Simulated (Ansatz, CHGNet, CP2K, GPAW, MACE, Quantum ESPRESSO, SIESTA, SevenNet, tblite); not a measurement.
**SIESTA runs on random rutile alloy of IrO2 and SiO2 (96 atoms)**

Aim: run random rutile alloy of IrO2 and SiO2 (96 atoms) in SIESTA and see how near its forces come to a plane-wave reference, and at what cost.

Calculated with SIESTA 5.4.2; the method is named at each step.

## (1) The structure

The cell holds 96 atoms: 16 Si, 64 O and 16 Ir. Its edges and angles: a = 8.677 Å, b = 8.677 Å, c = 11.638 Å, α = 90.0°, β = 90.0°, γ = 90.0°. It derives from IrO2 (rutile), repeated 2×2×4. Rutile IrO2, 2 x 2 x 4 conventional cells, 16 of 32 Ir sites given to Si at random (x = 0.500), lattice by Vegard's rule (cell 4.338, 4.338, 2.909, 90, 90, 90); every coordinate displaced by a Gaussian of 0.07 Å. Then every atom was moved at random, 0.03 Å r.m.s. a Cartesian component.

The yardstick, on the same geometry:

* method: Kohn-Sham DFT, PBE, SSSP efficiency 1.3.0 pseudopotentials, plane waves (Quantum ESPRESSO 7.5); sssp-pbe-1.3.0-efficiency, cutoffs 60/480 Ry, Γ point
* r.m.s. force component: 3.975 eV/Å
* longest force: 18.02 eV/Å
* pressure: 35.13 GPa
* time: 4.5 min on 4 MPI ranks of Arm Neoverse V2, shared host
* CPU time: 18 min

## (2) PBE, DZP, shift 0.01 Ry, mesh 500 Ry

Method: Kohn-Sham DFT, PBE, PseudoDojo 0.4.1 norm-conserving pseudopotentials (converted to PSML), numerical atomic orbitals (DZP), diagonalisation.

The .psml files are PseudoDojo norm-conserving potentials that we converted to this format, checked against plane waves on the same files for H, C, O, Si, Ge and Ca alone.

input.fdf reads:

```
SystemLabel cell
NumberOfAtoms 96
NumberOfSpecies 3
%block ChemicalSpeciesLabel
  1 14 Si
  2 8 O
  3 77 Ir
%endblock ChemicalSpeciesLabel
LatticeConstant 1.0 Ang
%block LatticeVectors
  8.67700 0.00000 0.00000
  0.00000 8.67700 0.00000
  0.00000 0.00000 11.63800
%endblock LatticeVectors
PAO.BasisSize DZP
PAO.EnergyShift 0.01 Ry
XC.Functional GGA
XC.Authors PBE
MeshCutoff 500 Ry
%block kgrid_Monkhorst_Pack
  1 0 0 0.0
  0 1 0 0.0
  0 0 1 0.0
%endblock kgrid_Monkhorst_Pack
SolutionMethod diagon
OccupationFunction FD
ElectronicTemperature 580 K
SCF.Mixer.Method Pulay
SCF.Mixer.Weight 0.05
SCF.Mixer.History 8
SCF.Mix Hamiltonian
MaxSCFIterations 300
SCF.DM.Tolerance 1e-04
SCF.H.Tolerance 1.0e-3 eV
WriteForces T
Write.HirshfeldPop T
Write.VoronoiPop T
Write.DM F
Write.H F
XML.Write F
AtomicCoordinatesFormat Fractional
%block AtomicCoordinatesAndAtomicSpecies
  0.01742 0.01099 0.00359 1
  0.24768 0.24184 0.12526 1
  0.14278 0.14045 0.98668 2
  0.33844 0.35651 0.01146 2
  0.10986 0.41512 0.13291 2
  0.40971 0.10020 0.12907 2
  0.99583 0.00065 0.25595 3
  0.25912 0.24060 0.36626 3
  0.15283 0.14961 0.25628 2
  0.33470 0.33990 0.24504 2
  0.08776 0.39473 0.36870 2
  0.40860 0.09455 0.38106 2
  0.98513 0.99558 0.50355 3
  0.25777 0.23772 0.63238 3
  0.13655 0.13669 0.50957 2
  0.34424 0.36646 0.51192 2
  0.08530 0.41199 0.61870 2
  0.40058 0.09494 0.61201 2
  0.01129 0.00965 0.75262 1
  0.25873 0.22992 0.87296 3
  0.14881 0.15078 0.75154 2
  0.34266 0.35133 0.75335 2
  0.10822 0.38536 0.87137 2
  0.40538 0.08018 0.88119 2
  0.99853 0.48656 0.00656 1
  0.26588 0.73075 0.11655 1
  0.16182 0.66739 0.00196 2
  0.35097 0.84164 0.00144 2
  0.08831 0.90709 0.11896 2
  0.41905 0.59568 0.12468 2
  0.01700 0.49900 0.24866 1
  0.25298 0.75029 0.38697 1
  0.14003 0.64734 0.25266 2
  0.36041 0.85489 0.24865 2
  0.10307 0.89932 0.37174 2
  0.39391 0.58368 0.37589 2
  0.98992 0.48973 0.50116 3
  0.25536 0.75803 0.61865 3
  0.14833 0.64142 0.50492 2
  0.34958 0.85564 0.49221 2
  0.11433 0.90680 0.62790 2
  0.41834 0.59601 0.63132 2
  0.00799 0.50406 0.74960 3
  0.24693 0.75098 0.86901 1
  0.14838 0.66789 0.74651 2
  0.33627 0.84283 0.75100 2
  0.09900 0.88534 0.85900 2
  0.41053 0.59674 0.88859 2
  0.50217 0.99431 0.99912 1
  0.75381 0.25680 0.13279 3
  0.65233 0.13856 0.99849 2
  0.84221 0.35241 0.98810 2
  0.58930 0.40430 0.12074 2
  0.90191 0.09805 0.12312 2
  0.51181 0.99710 0.24633 1
  0.74797 0.26200 0.37443 3
[... 36 atom lines left out ...]
  0.64263 0.64652 0.76036 2
  0.84252 0.84793 0.74914 2
  0.61521 0.91320 0.89068 2
  0.91195 0.59612 0.88276 2
%endblock AtomicCoordinatesAndAtomicSpecies
```

Started as:

```
OMP_NUM_THREADS=1 mpirun -np 4 siesta < input.fdf > output.txt
```

Output:

```text
Version         : 5.4.2
reinit: System Name:
reinit: System Label: cell
initatom: Reading input for the pseudopotentials and atomic orbitals ----------
Species number:   1 Atomic number:   14 Label: Si
Species number:   2 Atomic number:    8 Label: O
Species number:   3 Atomic number:   77 Label: Ir
Ground state valence configuration (from tables):   3s02  3p02  3d00  4f00
Ground state valence configuration (from tables):   2s02  2p04  3d00  4f00
Ground state valence configuration (from tables):   6s02  6p00  5d07  5f00
---- Processing specs for species: Si
GGA--PBE XC_GGA_X_PBE--XC_GGA_C_PBE pb
---- Processing specs for species: O
GGA--PBE XC_GGA_X_PBE--XC_GGA_C_PBE pb
---- Processing specs for species: Ir
GGA--PBE XC_GGA_X_PBE--XC_GGA_C_PBE pb
Semicore shell(s) with  8 electrons included in the valence for Ir
Semicore shell(s): 5s 5p
Fallback to non-perturbative polarization scheme for Ir
Please see the manual if this is not desired in principle
Si pseudopotential only contains V_ls up to l=2 -- lmxkb reset.
O pseudopotential only contains V_ls up to l=2 -- lmxkb reset.
Using PAO.SplitTailNorm
%block ChemicalSpeciesLabel
    1   14 Si                      # Species index, atomic number, species label
    2    8 O                       # Species index, atomic number, species label
    3   77 Ir                      # Species index, atomic number, species label
%endblock ChemicalSpeciesLabel
%block PAO.Basis                 # Define Basis set
Si                    2                    # Species label, number of l-shells
 n=3   0   2                         # n, l, Nzeta
   5.392      3.847
   1.000      1.000
 n=3   1   2 P   1                   # n, l, Nzeta, Polarization, NzetaPol
   6.844      4.952
[...]
O                     2                    # Species label, number of l-shells
 n=2   0   2                         # n, l, Nzeta
[...]
n=2   1   2 P   1                   # n, l, Nzeta, Polarization, NzetaPol
[...]
Ir                    5                    # Species label, number of l-shells
 n=5   0   1                         # n, l, Nzeta
   2.552
   1.000
 n=6   0   2                         # n, l, Nzeta
[...]
n=5   1   1                         # n, l, Nzeta
   3.009
   1.000
 n=6   1   1                         # n, l, Nzeta
   5.960
   1.000
 n=5   2   2                         # n, l, Nzeta
   4.830      3.273
   1.000      1.000
%endblock PAO.Basis
coor:   Atomic-coordinates input format  =     Fractional
siesta: System type = bulk
initatomlists: Number of atoms, orbitals, and projectors:     96  1344  1632
siesta: ******************** Simulation parameters ****************************
Total number of electrons:   720.000000
Total ionic charge:   720.000000
 Kpoints in:            1 . Kpoints trimmed:            1
siesta: k-grid: Number of k-points = 1
siesta: k-points from Monkhorst-Pack grid
siesta: k-cutoff (effective) =     4.338 Ang
siesta: k-point supercell and displacements
siesta: k-grid:     1     0     0      0.000
siesta: k-grid:     0     1     0      0.000
siesta: k-grid:     0     0     1      0.000
                     ====================================
                        Single-point calculation
                     ====================================
outcell: Unit cell vectors (Ang):
        8.677000    0.000000    0.000000
        0.000000    8.677000    0.000000
        0.000000    0.000000   11.638000
outcell: Cell vector modules (Ang)   :    8.677000    8.677000   11.638000
outcell: Cell angles (23,13,12) (deg):     90.0000     90.0000     90.0000
outcell: Cell volume (Ang**3)        :    876.2288
Gamma-point calculation with interaction between periodic images
Gamma-point calculation with interaction between periodic images
Some features might not work optimally:
Some features might not work optimally:
e.g. DM initialization from atomic data
e.g. DM initialization from atomic data
new_DM -- step:     1
Initializing Density Matrix...
Attempting to read DM from file... Failed...
DM filled with atomic data:
InitMesh: MESH = 120 x 120 x 160 = 2304000
InitMesh: Mesh cutoff (required, used) =   500.000   522.378 Ry
stepf: Fermi-Dirac step function
        iscf     Eharris(eV)        E_KS(eV)     FreeEng(eV)     dDmax    Ef(eV) dHmax(eV)
   scf:    1   -79397.236594   -80254.705945   -80255.047790  1.513632 -0.614687 44.312235
   scf:    2   -80434.293819   -80449.078712   -80449.339542  1.580163 -1.206650 49.591478
   scf:    3   -80528.370992   -80539.846577   -80540.080661  1.353775 -1.513455 26.564381
[...]
scf:   26   -80692.848502   -80692.848495   -80693.105395  0.000064 -3.280849  0.001187
   scf:   27   -80692.848507   -80692.848502   -80693.105396  0.000036 -3.280718  0.000637
SCF Convergence by DM+H criterion
max |DM_out - DM_in|         :     0.0000362563
max |H_out - H_in|      (eV) :     0.0006367682
SCF cycle converged after 27 iterations
Using DM_out to compute the final energy and forces
siesta: E_KS(eV) =           -80692.8485
siesta: E_KS - E_eggbox =    -80692.8485
siesta: Atomic forces (eV/Ang):
     1   -5.323223   -4.322762   -0.617937
     2    1.378705    0.307549   -0.425084
     3    1.315337    1.088307    6.018969
[...]
95   -4.169236    2.190425   -3.454472
    96    0.996121   -0.754542    1.565713
----------------------------------------
   Tot   -0.012275   -0.044518    0.046129
----------------------------------------
   Max   17.461323
   Res    4.146194    sqrt( Sum f_i^2 / 3N )
----------------------------------------
   Max   17.461323    constrained
Stress tensor Voigt[x,y,z,yz,xz,xy] (kbar):     -348.97     -351.17     -519.00       21.05      -10.82      -26.52
(Free)E + p*V (eV/cell)   -80470.8560
Target enthalpy (eV/cell)   -80693.1054
siesta: Program's energy decomposition (eV):
siesta: Ebs     =    -15580.123683
siesta: Eions   =    111758.457754
siesta: Ena     =     15223.560678
siesta: Ekin    =     34708.555934
siesta: Enl     =     -1892.022660
siesta: DEna    =       565.406104
siesta: DUscf   =        60.594859
siesta: Ex      =    -16454.086320
siesta: Ec      =     -1146.399343
siesta: Exc     =    -17600.485663
siesta: Eharris =    -80692.848507
siesta: Etot    =    -80692.848502
siesta: FreeEng =    -80693.105396
siesta: Final energy (eV):
siesta:  Band Struct. =  -15580.123683
siesta:       Kinetic =   34708.555934
siesta:       Hartree =   22493.119301
siesta:         Exch. =  -16454.086320
siesta:         Corr. =   -1146.399343
siesta:   Exch.-corr. =  -17600.485663
siesta:  Ion-electron =  -79469.951828
siesta:       Ion-ion =  -40824.086245
siesta:         Total =  -80692.848502
siesta:         Fermi =      -3.280718
siesta: Stress tensor (static) (eV/Ang**3):
siesta:    -0.217810   -0.016553   -0.006751
siesta:    -0.016553   -0.219183    0.013137
siesta:    -0.006751    0.013137   -0.323936
siesta: Cell volume =        876.228849 Ang**3
siesta: Pressure (static):
siesta:                Solid            Molecule  Units
siesta:           0.00276252          0.00118975  Ry/Bohr**3
siesta:           0.25364312          0.10923794  eV/Ang**3
siesta:         406.38107333        175.01847129  kBar
    Orbital volume contribution        =          32.472012 eV
    (Free)E + p_basis*V_orbitals       =      -80660.633383 eV
    (Free)Eharris+ p_basis*V_orbitals  =      -80660.633389 eV
Hirshfeld Atomic Populations:
Atom #   charge [q] valence [e]  Species
     1     0.305818    3.694182  Si
     2     0.303490    3.696510  Si
     3    -0.189984    6.189984  O
     4    -0.253230    6.253230  O
     5    -0.172640    6.172640  O
[...]
7     0.567666   16.432334  Ir
     8     0.563530   16.436470  Ir
[...]
13     0.629647   16.370353  Ir
[...]
19     0.266598    3.733402  Si
[...]
--------------------
 Total    -0.000024
Voronoi Atomic Populations:
Atom #   charge [q] valence [e]  Species
[...]
85     0.685778   16.314222  Ir
    86     0.410544    3.589456  Si
[...]
91     0.382425    3.617575  Si
    92     0.690385   16.309615  Ir
[...]
95    -0.209206    6.209206  O
    96    -0.267915    6.267915  O
--------------------
 Total    -0.000024
```

It took 2.3 min on 4 MPI ranks of Arm Neoverse V2, shared host; peak memory 2.4 GiB; 9.1 min of CPU time.

Banners, paths, timers and routine set-up lines are dropped from the logs unmarked, and long logs keep their key lines alone; longer cuts are marked.

Numbers from this run, and their distance from the reference:

| Item | Value |
| --- | --- |
| r.m.s. force component | 4.146 eV/Å |
| r.m.s. difference of force components | 215.3 meV/Å |
| longest difference of force vectors | 987.7 meV/Å |
| force difference over r.m.s. force | 5.415 % |
| slope of forces against the reference's | 1.042 |
| correlation of force components | 0.9995 |
| pressure | 40.64 GPa |
| pressure difference | 5.511 GPa |

This run lies far from the reference in pressure at the same functional. Basis and potentials both differ; the latter hold 720 valence electrons against the reference's 688.

Length of the force difference by element (eV/Å):

```csv
element,atoms,mean,most
Ir,16,0.35,0.68
O,64,0.34,0.99
Si,16,0.28,0.42
```

Local excerpt of 9 atoms (numbers count through the whole input) about Ir61, whose charge lies farthest from its element's mean; x, y, z are measured from there.

```
atom      x      y      z  distance (Å)  bonds  Hirshfeld charge (e)     Fx      Fy  Fz (eV/Å)
Ir61   0.00   0.00   0.00          0.00      6                  0.71   6.45  -15.72       7.29
 O12  -0.74   0.61  -1.30          1.62      3                 -0.17  -4.59    4.28     -14.66
 O63   1.27   1.10   0.00          1.68      3                 -0.26   7.12    7.29       3.58
 O18  -0.81   0.62   1.39          1.72      3                 -0.20   0.15   -0.90       9.32
 O83   0.98  -0.90  -1.36          1.90      3                 -0.26   1.45   -1.85      -4.56
 O40  -1.26  -1.46  -0.01          1.93      3                 -0.24  -0.82   -1.53      -2.86
 O89   1.04  -0.96   1.52          2.08      3                 -0.26  -1.10   -0.90       2.55
Si55   0.15  -0.23  -2.87          2.88      6                  0.27  -0.21   -1.25      -0.52
Si67   0.14  -0.30   2.98          3.00      6                  0.30   0.45   -0.89       0.76
```

Forces lie 5.4 % from the reference's, at 0.50 times its CPU time.

## (3) PBE, SZ, shift 0.01 Ry, mesh 500 Ry

Method: Kohn-Sham DFT, PBE, PseudoDojo 0.4.1 norm-conserving pseudopotentials (converted to PSML), numerical atomic orbitals (SZ), diagonalisation.

Changes to input.fdf since step 2:

```diff
@@ -14,3 +14,3 @@
 %endblock LatticeVectors
-PAO.BasisSize DZP
+PAO.BasisSize SZ
 PAO.EnergyShift 0.01 Ry
```

Started as:

```
OMP_NUM_THREADS=1 siesta < input.fdf > output.txt
```

Output:

```text
Version         : 5.4.2
reinit: System Name:
reinit: System Label: cell
initatom: Reading input for the pseudopotentials and atomic orbitals ----------
Species number:   1 Atomic number:   14 Label: Si
Species number:   2 Atomic number:    8 Label: O
Species number:   3 Atomic number:   77 Label: Ir
Ground state valence configuration (from tables):   3s02  3p02  3d00  4f00
Ground state valence configuration (from tables):   2s02  2p04  3d00  4f00
Ground state valence configuration (from tables):   6s02  6p00  5d07  5f00
---- Processing specs for species: Si
GGA--PBE XC_GGA_X_PBE--XC_GGA_C_PBE pb
---- Processing specs for species: O
GGA--PBE XC_GGA_X_PBE--XC_GGA_C_PBE pb
---- Processing specs for species: Ir
GGA--PBE XC_GGA_X_PBE--XC_GGA_C_PBE pb
[... lines left out ...]
Total number of electrons:   720.000000
[... lines left out ...]
stepf: Fermi-Dirac step function
        iscf     Eharris(eV)        E_KS(eV)     FreeEng(eV)     dDmax    Ef(eV) dHmax(eV)
[... lines left out ...]
SCF Convergence by DM+H criterion
[... lines left out ...]
SCF cycle converged after 27 iterations
[... lines left out ...]
   Max   21.647656
[... lines left out ...]
   Max   21.647656    constrained
Stress tensor Voigt[x,y,z,yz,xz,xy] (kbar):     -435.80     -424.46     -673.25       26.57      -18.16      -31.11
[... lines left out ...]
siesta: FreeEng =    -80541.108670
siesta: Final energy (eV):
siesta:  Band Struct. =  -14634.923565
siesta:       Kinetic =   36013.989632
siesta:       Hartree =   23335.851500
siesta:         Exch. =  -16669.183088
siesta:         Corr. =   -1141.933290
siesta:   Exch.-corr. =  -17811.116378
siesta:  Ion-electron =  -81255.492565
siesta:       Ion-ion =  -40824.086245
siesta:         Total =  -80540.854055
siesta:         Fermi =      -1.870513
siesta: Stress tensor (static) (eV/Ang**3):
siesta:    -0.272005   -0.019420   -0.011336
siesta:    -0.019419   -0.264928    0.016586
siesta:    -0.011336    0.016586   -0.420207
siesta: Cell volume =        876.228849 Ang**3
siesta: Pressure (static):
siesta:                Solid            Molecule  Units
siesta:           0.00347485          0.00172377  Ry/Bohr**3
siesta:           0.31904640          0.15826907  eV/Ang**3
siesta:         511.16868692        253.57500950  kBar
    Orbital volume contribution        =          16.611082 eV
    (Free)E + p_basis*V_orbitals       =      -80524.497588 eV
    (Free)Eharris+ p_basis*V_orbitals  =      -80524.497601 eV
Hirshfeld Atomic Populations:
Atom #   charge [q] valence [e]  Species
     1     0.471874    3.528126  Si
     2     0.448515    3.551485  Si
     3    -0.254364    6.254364  O
     4    -0.323394    6.323394  O
     5    -0.250300    6.250300  O
[...]
7     0.689381   16.310619  Ir
     8     0.687440   16.312560  Ir
[...]
13     0.752970   16.247030  Ir
[...]
19     0.440117    3.559883  Si
[...]
--------------------
 Total    -0.000059
Voronoi Atomic Populations:
Atom #   charge [q] valence [e]  Species
[...]
85     0.598819   16.401181  Ir
    86     0.496055    3.503945  Si
[...]
91     0.486078    3.513922  Si
    92     0.628378   16.371622  Ir
[...]
95    -0.231143    6.231143  O
    96    -0.248444    6.248444  O
--------------------
 Total    -0.000059
```

Run time: 2.4 min. Hardware: 1 thread; peak memory 0.84 GiB.

Against the reference:

- r.m.s. force component: 4.894 eV/Å
- r.m.s. difference of force components: 1511 meV/Å
- longest difference of force vectors: 7124 meV/Å
- force difference over r.m.s. force: 38.02 %
- slope of forces against the reference's: 1.186
- correlation of force components: 0.963
- pressure: 51.12 GPa
- pressure difference: 15.99 GPa

This is a coarse setting, run to see what it loses.

Against the first run (5.4 %), the force difference from the reference is 38 %, at 0.26 times the CPU time (on 1 against 4 cores), with 480 basis functions against 1344: the smaller basis costs accuracy.

[end of part 1 of 2]

[Also dropped from logs without a mark: logging warnings of Python, and SIESTA's first energy breakdown and zero terms.]

[Logs are printed without paths, hosts, clocks, repeated set-up lines and the standing remarks that a program may print on its own settings, such as how far it seeks lower states.]

[Hosts, paths, dates, database ids (printed as entryN), source tags and the programs' standing remarks are cut or masked in the printed files.]
